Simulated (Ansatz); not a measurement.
## HfMg6Tl: relaxing a made-up structure

This structure for HfMg6Tl is made up. Its elements were placed in a known structure type with a cell scaled to their sizes. What cell does the guess relax to, and how far off was it?

Main program and level: Ansatz 0.2.0; DFT, PBEsol, plane-wave PAW, files of the set soft_1, scalar-relativistic, no spin, cell and ions relaxed at zero pressure; PAW set soft_1, in the first sound run; inputs show where later runs differ.

### 1. Starting point

It takes space group Amm2 (No. 38, orthorhombic). The conventional cell has a = 4.972 Å, b = 6.381 Å, c = 11.534 Å, α = 90.00°, β = 90.00°, γ = 90.00°. Nearest to Tl lie 2 Hf at 2.89 Å and 8 Mg at 3.05 to 3.23 Å. Nearest to Hf lie 2 Tl at 2.89 Å and 10 Mg at 3.15 to 3.36 Å. Nearest to Mg lie 10 Mg at 3.05 to 3.42 Å and 2 Tl at 3.19 Å. Nearest to Mg lie 1 Tl at 3.05 Å and 8 Mg at 3.07 to 3.42 Å and 2 Hf at 3.15 Å. Nearest to Mg lie 10 Mg at 3.05 to 3.43 Å and 2 Hf at 3.20 Å. Mg has 8 Mg at 3.07 to 3.43 Å and 2 Tl at 3.23 Å and 2 Hf at 3.23 to 3.36 Å nearest. Farther neighbours are not listed.

### 2. Relaxing cell and atoms

The guess takes its coordinates from another compound and its volume from a rule, so the cell and any free coordinates are relaxed together.

input.yaml

```yaml
crystal:
  lattice:
    - [4.972, 0.0, 0.0]
    - [0.0, 3.1905, 5.767]
    - [0.0, -3.1905, 5.767]
  atoms:
    - { symbol: Tl, position: [0.5, 0.6881, 0.6881] }
    - { symbol: Hf, position: [0.0, 0.8166, 0.8166] }
    - { symbol: Mg, position: [0.5, 0.1796, 0.1796] }
    - { symbol: Mg, position: [0.5, 0.6719, 0.1597] }
    - { symbol: Mg, position: [0.5, 0.1597, 0.6719] }
    - { symbol: Mg, position: [0.0, 0.3321, 0.3321] }
    - { symbol: Mg, position: [0.0, 0.8146, 0.3278] }
    - { symbol: Mg, position: [0.0, 0.3278, 0.8146] }
kpoints:
  mp_grid: { grid: [6, 5, 5] }
scf:
  occupations: { method: fermi_dirac, width: 0.05 }
hamiltonian:
  xc: pbesol
  pseudopotentials: { kind: paw, azcp: { folder: soft_1 }, xc_functional: pbe }
relax:
  f_tol: 0.015
  max_steps: 70
  cell: {}
output:
  forces: true
  stress: true
```

Launch:

```
$ ansatz run input.yaml --threads 4 --pin off --max-ram 10240MiB --backend cpu --events-out ev --progress --plain --runs-dir out
```

Numbers of over 12 decimals in the logs are rounded to 6 here.

The log of the run:

```text
Engine: ansatz 0.2.0, aarch64-unknown-linux-gnu
Pseudopotentials: kind: paw
Pseudopotential: Tl, paw, valence charge 13, recommended cutoff 420 eV (normal), soft_1/Tl.paw.azcp
Pseudopotential: Hf, paw, valence charge 26, recommended cutoff 420 eV (normal), soft_1/Hf.paw.azcp
Pseudopotential: Mg, paw, valence charge 10, recommended cutoff 420 eV (normal), soft_1/Mg.paw.azcp
Functional definition: PBEsol
  exchange = pbesol_x
  correlation = pbesol_c
Crystal: 8 atoms, lattice volume = 182.966 Å³
Basis set: ecut = 420 eV, 3561 PW (Γ), exchange–correlation on 72×90×90 points (8 copies of the dense FFT grid, shifted against one another)
Bands: 60, of which v1, the nominal top of the filled ones, is band 50 counted from 1 (49 counted from 0)
Symmetry: 4 space group operations
Space group: Amm2 (ITA 38), of the structure as read, at distance tolerance 5.7e-5 Å
k-points: 36 of 150 (time reversal used)
Non-local potential: Tl, projectors of the file, l = 0: 2, l = 1: 2, l = 2: 2, l = 3: 1
Non-local potential: Hf, projectors of the file, l = 0: 3, l = 1: 2, l = 2: 2, l = 3: 3
Non-local potential: Mg, projectors of the file, l = 0: 3, l = 1: 2, l = 2: 1
PAW form: soft (Blöchl's): semilocal exchange-correlation on the pseudo side does not see the compensation charge
PAW frozen core: Tl, regenerated for the run's functional, and the local potential with it (the file was generated under x = pbe(κ = 0.804, μ = 0.219515), c = pbe(β = 0.066725))
PAW frozen core: Hf, regenerated for the run's functional, and the local potential with it (the file was generated under x = pbe(κ = 0.804, μ = 0.219515), c = pbe(β = 0.066725))
PAW frozen core: Mg, regenerated for the run's functional, and the local potential with it (the file was generated under x = pbe(κ = 0.804, μ = 0.219515), c = pbe(β = 0.066725))
PAW one-centre angular grid: Tl, 590 points (default); XC on 64 Gauss nodes
PAW one-centre angular grid: Hf, 590 points (default); XC on 64 Gauss nodes
PAW one-centre angular grid: Mg, 110 points (default); XC on 64 Gauss nodes
Initial density: superposition of atomic densities (chi_scale 0.1, normalization cell, long waves kept (reshape's long-wave potential 0.00 eV rms))
Initial wavefunctions: pseudopotential atomic-orbital guess
Functional: x = pbesol(κ = 0.804, μ = 0.123457), c = pbesol(β = 0.046)
SCF iter   1: F=—  HF=-38369.286108 eV  |F-HF|=—  |Δ(HF+E_count)|=         —  Δρ=3.06e-2  dr2=5.90e0  ethr=3.10e-3  ⟨swp⟩=7.1  Hψ=9084  notcnv=0  defer=2
preconditioner: auto → Kerker (q_TF=auto, 2.463 Å⁻¹)  [metal: Δε(μ)=0.039 eV  Ē_g=10.039 eV  σ=0.050 eV  W_gap=0.19  n_scr=44 (ndim 8)  ℏωp=18.0 eV  f_vac=0.000  D(μ)=3.02/eV (n_scr^D=20)]
SCF iter   2: F=—  HF=-38368.466491 eV  |F-HF|=—  |Δ(HF+E_count)|=   8.20e-1  Δρ=1.58e-2  dr2=1.23e0  ethr=3.10e-3  ⟨swp⟩=2.1  Hψ=3318  notcnv=0  defer=69
SCF iter   3: F=—  HF=-38368.236708 eV  |F-HF|=—  |Δ(HF+E_count)|=   2.30e-1  Δρ=6.93e-3  dr2=2.36e-1  ethr=1.24e-3  ⟨swp⟩=2.0  Hψ=3174  notcnv=0  defer=69
SCF iter   4: F=—  HF=-38368.181128 eV  |F-HF|=—  |Δ(HF+E_count)|=   5.56e-2  Δρ=3.75e-3  dr2=4.10e-2  ethr=2.38e-4  ⟨swp⟩=2.4  Hψ=4057  notcnv=0  defer=71
SCF iter   5: F=—  HF=-38368.154524 eV  |F-HF|=—  |Δ(HF+E_count)|=   2.66e-2  Δρ=8.99e-4  dr2=2.39e-3  ethr=4.14e-5  ⟨swp⟩=2.0  Hψ=4055  notcnv=0  defer=72
SCF iter   6: F=—  HF=-38368.154269 eV  |F-HF|=—  |Δ(HF+E_count)|=   2.55e-4  Δρ=2.49e-4  dr2=2.47e-4  ethr=2.41e-6  ⟨swp⟩=2.0  Hψ=3708  notcnv=0  defer=72
SCF iter   7: F=—  HF=-38368.154174 eV  |F-HF|=—  |Δ(HF+E_count)|=   9.58e-5  Δρ=7.61e-5  dr2=1.97e-5  ethr=2.50e-7  ⟨swp⟩=2.0  Hψ=2925  notcnv=0  defer=72
SCF iter   8: F=—  HF=-38368.154069 eV  |F-HF|=—  |Δ(HF+E_count)|=   1.05e-4  Δρ=3.84e-5  dr2=6.43e-6  ethr=1.99e-8  ⟨swp⟩=2.9  Hψ=3715  notcnv=0  defer=72
SCF iter   9: F=—  HF=-38368.154066 eV  |F-HF|=—  |Δ(HF+E_count)|=   2.63e-6  Δρ=8.98e-6  dr2=3.69e-7  ethr=6.50e-9  ⟨swp⟩=2.0  Hψ=3664  notcnv=0  defer=72
SCF iter  10: F=-38368.154066 eV  HF=-38368.154066 eV  |F-HF|=4.82e-8  |Δ(HF+E_count)|=   7.34e-8  Δρ=3.51e-6  dr2=4.73e-8  ethr=1.01e-10  ⟨swp⟩=4.8  Hψ=7421  notcnv=0
SCF 1 converged in 10 iterations: F = -38368.154066 eV  dr2 = 4.73e-8
  greatest PAW one-centre occupation: 1.000 electrons in one spin orbital (limit 2), on the Mg atom at site 5 (counted from 0), in its partial waves of l = 0
relax step   1: F+E_penalty+E_count = -38368.15406624 eV  Δ(F+E_penalty+E_count) = +0.000e0 eV  max|allowed force component| = 8.149e-1 eV/Å  Δτ_max = 0.0000 Å  P = -0.971 GPa  Ω = 182.966 Å³  (10 SCF iters, dr2 threshold 1.00e-7 eV, accepted)
Crystal: 8 atoms, lattice volume = 176.950 Å³
Basis set: ecut = 420 eV, 3469 PW (Γ), exchange–correlation on 72×90×90 points (8 copies of the dense FFT grid, shifted against one another)
Initial density: handed on by an earlier stage of this run
Initial wavefunctions: those handed on with the density
iter 1 solved again at ethr=1.42e-4 eV; its pass at ethr=3.10e-3 eV (dr2=1.40e-1 eV) is discarded
SCF iter   1: F=—  HF=-38368.359411 eV  |F-HF|=—  |Δ(HF+E_count)|=         —  Δρ=5.89e-3  dr2=1.40e-1  ethr=1.42e-4  ⟨swp⟩=2.8  Hψ=11723  notcnv=0
preconditioner: auto → Kerker (q_TF=auto, 2.477 Å⁻¹)  [metal: Δε(μ)=0.011 eV  Ē_g=10.326 eV  σ=0.050 eV  W_gap=0.05  n_scr=44 (ndim 8)  ℏωp=18.3 eV  f_vac=0.000  D(μ)=4.16/eV (n_scr^D=26)]
SCF iter   2: F=—  HF=-38368.338419 eV  |F-HF|=—  |Δ(HF+E_count)|=   2.10e-2  Δρ=3.58e-3  dr2=6.23e-2  ethr=1.42e-4  ⟨swp⟩=1.9  Hψ=2277  notcnv=0
SCF iter   3: F=—  HF=-38368.322936 eV  |F-HF|=—  |Δ(HF+E_count)|=   1.55e-2  Δρ=6.13e-4  dr2=1.80e-3  ethr=6.30e-5  ⟨swp⟩=2.0  Hψ=3246  notcnv=0
SCF iter   4: F=—  HF=-38368.322840 eV  |F-HF|=—  |Δ(HF+E_count)|=   9.56e-5  Δρ=4.61e-4  dr2=5.51e-4  ethr=1.81e-6  ⟨swp⟩=2.0  Hψ=3902  notcnv=0
SCF iter   5: F=—  HF=-38368.322276 eV  |F-HF|=—  |Δ(HF+E_count)|=   5.64e-4  Δρ=1.53e-4  dr2=5.73e-5  ethr=5.57e-7  ⟨swp⟩=2.1  Hψ=3776  notcnv=0
SCF iter   6: F=—  HF=-38368.322188 eV  |F-HF|=—  |Δ(HF+E_count)|=   8.78e-5  Δρ=5.24e-5  dr2=7.16e-6  ethr=5.78e-8  ⟨swp⟩=2.0  Hψ=2981  notcnv=0
SCF iter   7: F=-38368.322186 eV  HF=-38368.322186 eV  |F-HF|=2.60e-7  |Δ(HF+E_count)|=   1.82e-6  Δρ=1.40e-5  dr2=5.37e-7  ethr=8.08e-10  ⟨swp⟩=4.0  Hψ=10686  notcnv=0
SCF 2 converged in 7 iterations: F = -38368.322186 eV  dr2 = 5.37e-7
relax step   2: F+E_penalty+E_count = -38368.32218596 eV  Δ(F+E_penalty+E_count) = -1.681e-1 eV  max|allowed force component| = 3.407e-1 eV/Å  Δτ_max = 0.1949 Å  P = -0.346 GPa  Ω = 176.950 Å³  energy of the carried Pulay correction = +4.118e-4 eV  (7 SCF iters, dr2 threshold 8.00e-7 eV, accepted)
Crystal: 8 atoms, lattice volume = 175.694 Å³
Basis set: ecut = 420 eV, 3429 PW (Γ), exchange–correlation on 72×90×90 points (8 copies of the dense FFT grid, shifted against one another)
iter 1 solved again at ethr=1.03e-5 eV; its pass at ethr=3.10e-3 eV (dr2=1.02e-2 eV) is discarded
SCF iter   1: F=—  HF=-38368.342017 eV  |F-HF|=—  |Δ(HF+E_count)|=         —  Δρ=1.40e-3  dr2=1.01e-2  ethr=1.03e-5  ⟨swp⟩=2.8  Hψ=11206  notcnv=0
preconditioner: auto → Kerker (q_TF=auto, 2.480 Å⁻¹)  [metal: Δε(μ)=0.004 eV  Ē_g=10.387 eV  σ=0.050 eV  W_gap=0.02  n_scr=44 (ndim 8)  ℏωp=18.4 eV  f_vac=0.000  D(μ)=4.04/eV (n_scr^D=26)]
SCF iter   2: F=—  HF=-38368.340559 eV  |F-HF|=—  |Δ(HF+E_count)|=   1.46e-3  Δρ=8.33e-4  dr2=4.25e-3  ethr=1.02e-5  ⟨swp⟩=1.1  Hψ=2164  notcnv=0
SCF iter   3: F=—  HF=-38368.339573 eV  |F-HF|=—  |Δ(HF+E_count)|=   9.87e-4  Δρ=1.69e-4  dr2=1.57e-4  ethr=4.29e-6  ⟨swp⟩=2.0  Hψ=2684  notcnv=0
SCF iter   4: F=—  HF=-38368.339460 eV  |F-HF|=—  |Δ(HF+E_count)|=   1.13e-4  Δρ=1.42e-4  dr2=5.69e-5  ethr=1.58e-7  ⟨swp⟩=2.9  Hψ=4199  notcnv=0
SCF iter   5: F=—  HF=-38368.339403 eV  |F-HF|=—  |Δ(HF+E_count)|=   5.72e-5  Δρ=5.36e-5  dr2=8.21e-6  ethr=5.74e-8  ⟨swp⟩=2.8  Hψ=3815  notcnv=0
SCF iter   6: F=—  HF=-38368.339400 eV  |F-HF|=—  |Δ(HF+E_count)|=   2.28e-6  Δρ=1.34e-5  dr2=3.32e-7  ethr=8.08e-10  ⟨swp⟩=4.4  Hψ=11445  notcnv=0
SCF iter   7: F=-38368.339400 eV  HF=-38368.339400 eV  |F-HF|=1.42e-7  |Δ(HF+E_count)|=   3.21e-7  Δρ=5.77e-6  dr2=7.86e-8  ethr=3.35e-10  ⟨swp⟩=5.0  Hψ=7627  notcnv=0
SCF 3 converged in 7 iterations: F = -38368.339400 eV  dr2 = 7.86e-8
relax step   3: F+E_penalty+E_count = -38368.33939979 eV  Δ(F+E_penalty+E_count) = -1.721e-2 eV  max|allowed force component| = 2.749e-2 eV/Å  Δτ_max = 0.0494 Å  P = +0.009 GPa  Ω = 175.694 Å³  energy of the carried Pulay correction = +4.995e-4 eV  (7 SCF iters, dr2 threshold 8.00e-7 eV, accepted)
Crystal: 8 atoms, lattice volume = 175.734 Å³
Basis set: ecut = 420 eV, 3441 PW (Γ), exchange–correlation on 72×90×90 points (8 copies of the dense FFT grid, shifted against one another)
iter 1 solved again at ethr=2.13e-7 eV; its pass at ethr=3.10e-3 eV (dr2=2.11e-4 eV) is discarded
SCF iter   1: F=—  HF=-38368.340235 eV  |F-HF|=—  |Δ(HF+E_count)|=         —  Δρ=2.84e-4  dr2=2.08e-4  ethr=2.13e-7  ⟨swp⟩=3.0  Hψ=11089  notcnv=0
preconditioner: auto → Kerker (q_TF=auto, 2.479 Å⁻¹)  [metal: Δε(μ)=0.003 eV  Ē_g=10.388 eV  σ=0.050 eV  W_gap=0.01  n_scr=44 (ndim 8)  ℏωp=18.4 eV  f_vac=0.000  D(μ)=4.09/eV (n_scr^D=26)]
SCF iter   2: F=—  HF=-38368.340209 eV  |F-HF|=—  |Δ(HF+E_count)|=   2.63e-5  Δρ=1.75e-4  dr2=8.81e-5  ethr=2.10e-7  ⟨swp⟩=1.2  Hψ=2359  notcnv=0
SCF iter   3: F=—  HF=-38368.340116 eV  |F-HF|=—  |Δ(HF+E_count)|=   9.27e-5  Δρ=4.02e-5  dr2=4.60e-6  ethr=8.90e-8  ⟨swp⟩=2.0  Hψ=3309  notcnv=0
SCF iter   4: F=—  HF=-38368.340080 eV  |F-HF|=—  |Δ(HF+E_count)|=   3.64e-5  Δρ=2.57e-5  dr2=1.55e-6  ethr=4.64e-9  ⟨swp⟩=2.9  Hψ=3937  notcnv=0
SCF iter   5: F=—  HF=-38368.340079 eV  |F-HF|=—  |Δ(HF+E_count)|=   3.86e-7  Δρ=6.69e-6  dr2=1.44e-7  ethr=1.57e-9  ⟨swp⟩=2.0  Hψ=3107  notcnv=0
SCF iter   6: F=-38368.340079 eV  HF=-38368.340079 eV  |F-HF|=7.16e-9  |Δ(HF+E_count)|=   3.15e-8  Δρ=1.97e-6  dr2=1.21e-8  ethr=5.98e-11  ⟨swp⟩=5.2  Hψ=9530  notcnv=0
SCF 4 converged in 6 iterations: F = -38368.340079 eV  dr2 = 1.21e-8
relax step   4: F+E_penalty+E_count = -38368.34007917 eV  Δ(F+E_penalty+E_count) = -6.794e-4 eV  max|allowed force component| = 1.312e-2 eV/Å  Δτ_max = 0.0093 Å  P = +0.009 GPa  Ω = 175.734 Å³  energy of the carried Pulay correction = +4.967e-4 eV  (6 SCF iters, dr2 threshold 5.92e-8 eV, accepted)
Initial wavefunctions: pseudopotential atomic-orbital guess (no wavefunctions were taken with the density)
iter 1 solved again at ethr=1.05e-7 eV; its pass at ethr=3.10e-3 eV (dr2=1.04e-4 eV) is discarded
SCF iter   1: F=—  HF=-38368.339700 eV  |F-HF|=—  |Δ(HF+E_count)|=         —  Δρ=2.24e-5  dr2=1.43e-7  ethr=1.05e-7  ⟨swp⟩=3.0  Hψ=14773  notcnv=0
preconditioner: auto → Kerker (q_TF=auto, 2.479 Å⁻¹)  [metal: Δε(μ)=0.002 eV  Ē_g=10.389 eV  σ=0.050 eV  W_gap=0.01  n_scr=44 (ndim 8)  ℏωp=18.4 eV  f_vac=0.000  D(μ)=4.09/eV (n_scr^D=26)]
SCF iter   2: F=—  HF=-38368.339586 eV  |F-HF|=—  |Δ(HF+E_count)|=   1.14e-4  Δρ=1.54e-5  dr2=2.72e-7  ethr=1.45e-10  ⟨swp⟩=3.0  Hψ=4237  notcnv=0
SCF iter   3: F=—  HF=-38368.339586 eV  |F-HF|=—  |Δ(HF+E_count)|=   2.80e-8  Δρ=7.78e-6  dr2=3.23e-8  ethr=1.45e-10  ⟨swp⟩=2.0  Hψ=3741  notcnv=0
SCF iter   4: F=—  HF=-38368.339586 eV  |F-HF|=—  |Δ(HF+E_count)|=   9.87e-9  Δρ=2.41e-6  dr2=3.62e-9  ethr=3.26e-11  ⟨swp⟩=2.0  Hψ=3050  notcnv=0
SCF iter   5: F=—  HF=-38368.339586 eV  |F-HF|=—  |Δ(HF+E_count)|=   1.03e-9  Δρ=4.75e-7  dr2=3.26e-10  ethr=3.66e-12  ⟨swp⟩=2.0  Hψ=3736  notcnv=0
SCF iter   6: F=-38368.339586 eV  HF=-38368.339586 eV  |F-HF|=3.64e-11  |Δ(HF+E_count)|=  7.28e-12  Δρ=1.11e-7  dr2=3.34e-11  ethr=1.00e-12  ⟨swp⟩=5.0  Hψ=7750  notcnv=0
SCF 5 converged in 6 iterations: F = -38368.339586 eV  dr2 = 3.34e-11
relax step   5: F+E_penalty+E_count = -38368.33958605 eV  Δ(F+E_penalty+E_count) = +4.931e-4 eV  max|allowed force component| = 1.316e-2 eV/Å  Δτ_max = 0.0000 Å  P = +0.009 GPa  Ω = 175.734 Å³  stress off target by 3.53e-2 GPa  SCF on the basis re-selected at this cell (its energy is not comparable with the rows above)  (6 SCF iters)
basis re-selected at this cell: Δ(F+E_penalty+E_count) = +4.931e-4 eV, ΔP = -0.000 GPa vs the last step (what re-selecting the basis moved, of the pressure what is left beyond the Pulay correction that the steps carried, after the strain that the cell walked since its last selection, with what the two solves' SCF thresholds leave and, on support functions, any second-order correction that the steps lacked; it is no m [...]
SCF converged after 6 iterations
Free energy (F): -38368.339586 eV
Harris-Foulkes:  -38368.339586 eV  (|F-HF|=3.64e-11)
Internal energy: -38368.306111 eV  (E = F + TS)
E sigma→0 (E₀):  -38368.322848 eV
Entropy (-TS):   -0.033475 eV (-4.184 meV/atom)
Fermi energy:    8.491615 eV
--- Per-component energies (eV) ---
  E_band       = -2244.237827
  E_kinetic    = 1093.154720
  E_local      = -18883.401756  (includes V_loc(G=0)·N_el)
  E_nonlocal   = 1555.102181
  E_hartree    = 7561.784986
  E_xc         = -603.634788
  E_vxc        = -578.857681  (∫ρ·V_xc dr)
  E_paw        = -19352.316858  (= ΣΔE_a)
  E_vpaw       = -553.804570  (= ΣTr[D̂ρ^β])
  E_aug_tail   = -0.000829  (compensation charges beyond the density's cutoff)
  E_ewald      = -9740.636331
  E_core_change = 1.642563  (= ΣΔE_core)
  E_smearing   = -0.033475  (= −TS)
  E_closure    = -0.000000  (closes the sum)
  Σ components = -38368.339586   (vs F -38368.339586, Δ=0.00e0)
--- Forces (eV/Å), atoms counted from 1 ---
  atom   1  Tl    -0.00000000     0.00000000     0.00151813
  atom   2  Hf    -0.00000000     0.00000000     0.01315990
  atom   3  Mg    -0.00000000     0.00000000    -0.01218513
  atom   4  Mg     0.00000000    -0.00119186    -0.00374034
  atom   5  Mg     0.00000000     0.00119186    -0.00374034
  atom   6  Mg    -0.00000000     0.00000000     0.00422430
  atom   7  Mg    -0.00000000     0.00155820     0.00038126
  atom   8  Mg    -0.00000000    -0.00155820     0.00038126
  max |Σ_I F_I| component: 9.43e-7 eV/Å
--- Stress (GPa, compression-positive) ---
        0.007956       0.000000       0.000000
        0.000000       0.035304      -0.000000
        0.000000      -0.000000      -0.016345
  P = ⅓ Tr σ = 0.0090 GPa (0.090 kbar)
--- Relaxed structure (4 steps of the walk, 4 accepted, 1 SCFs on fresh bases) ---
  F+E_penalty+E_count = -38368.33958605 eV   max|allowed force component| = 1.316e-2 eV/Å   (the final SCF, on the basis selected at the relaxed cell)
  cell:  # Å, volume = 175.7337 Å³
    - [4.984903, 0, 0]
    - [0, 3.161298, 5.575744]
    - [0, -3.161298, 5.575744]
  atoms:
    - { symbol: Tl, position: [0.5, 0.672794, 0.672794] }
    - { symbol: Hf, position: [0, 0.824366, 0.824366] }
    - { symbol: Mg, position: [0.5, 0.173224, 0.173224] }
    - { symbol: Mg, position: [0.5, 0.673333, 0.163901] }
    - { symbol: Mg, position: [0.5, 0.163901, 0.673333] }
    - { symbol: Mg, position: [0, 0.332021, 0.332021] }
    - { symbol: Mg, position: [0, 0.831322, 0.319440] }
    - { symbol: Mg, position: [0, 0.319440, 0.831322] }
```

It took 47 s on 4 threads of Arm Neoverse V1, shared host; peak memory 0.7 GiB.

Step by step:

| step | energy less that of the first step (eV) | largest force component (eV/Å) | pressure (GPa) | volume (Å³) |
| --- | --- | --- | --- | --- |
| 1 | 0.0000 | 0.8149 | -0.97 | 182.97 |
| 2 | -0.1681 | 0.3407 | -0.35 | 176.95 |
| 3 | -0.1853 | 0.0275 | 0.01 | 175.69 |
| 4 | -0.1860 | 0.0131 | 0.01 | 175.73 |
| 5* | -0.1855 | 0.0132 | 0.01 | 175.73 |

Relaxation steps marked * repeat the geometry before them on a plane-wave basis chosen anew for their cell, so energy and pressure can jump there.

Forces are held to the 4 operations that the run works with; a distortion that breaks them can't arise in this run.

| conventional cell, symmetrised | before | after | change |
| --- | --- | --- | --- |
| a (Å) | 4.972 | 4.985 | +0.3 % |
| b (Å) | 6.381 | 6.323 | -0.9 % |
| c (Å) | 11.534 | 11.151 | -3.3 % |
| volume (Å³/atom) | 22.87 | 21.97 | -4.0 % |

The atoms that moved most (Å, as changes of fractional coordinates times the final cell):

| atom | dx | dy | dz | length |
| --- | --- | --- | --- | --- |
| Tl1 | 0.000 | 0.000 | -0.171 | 0.171 |
| Mg8 | 0.000 | -0.079 | 0.047 | 0.092 |
| Mg7 | 0.000 | 0.079 | 0.047 | 0.092 |
| Hf2 | 0.000 | 0.000 | 0.087 | 0.087 |
| Mg3 | 0.000 | 0.000 | -0.071 | 0.071 |
| Mg4 | 0.000 | -0.009 | 0.031 | 0.033 |
| Mg5 | 0.000 | 0.009 | 0.031 | 0.033 |

Numbers from this step:

```
free energy             : -38368.3396 eV
energy at zero smearing : -38368.3228 eV
smearing term TS        : 0.03348 eV
Fermi energy            : 8.492 eV
electrons               : 99
symmetry operations     : 4
pressure                : 0.008972 GPa
```

The shortest distance of each pair, which need not be the same contact before and after:

| pair | guess (Å) | relaxed (Å) |
| --- | --- | --- |
| Hf–Tl | 2.894 | 3.012 |
| Mg–Mg | 3.045 | 3.044 |
| Hf–Mg | 3.148 | 3.118 |
| Mg–Tl | 3.053 | 3.150 |
| Tl–Tl | 4.972 | 4.985 |

The relaxation ends with a largest force component of 0.013 eV/Å and a pressure of 0.01 GPa.

(Continued in part 2 of 2.)

[Logs are printed without paths, hosts, clocks, repeated set-up lines and the standing remarks that a program may print on its own settings, such as how far it seeks lower states.]

[Hosts, paths, dates, database ids (printed as entryN), source tags and the programs' standing remarks are cut or masked in the printed files.]
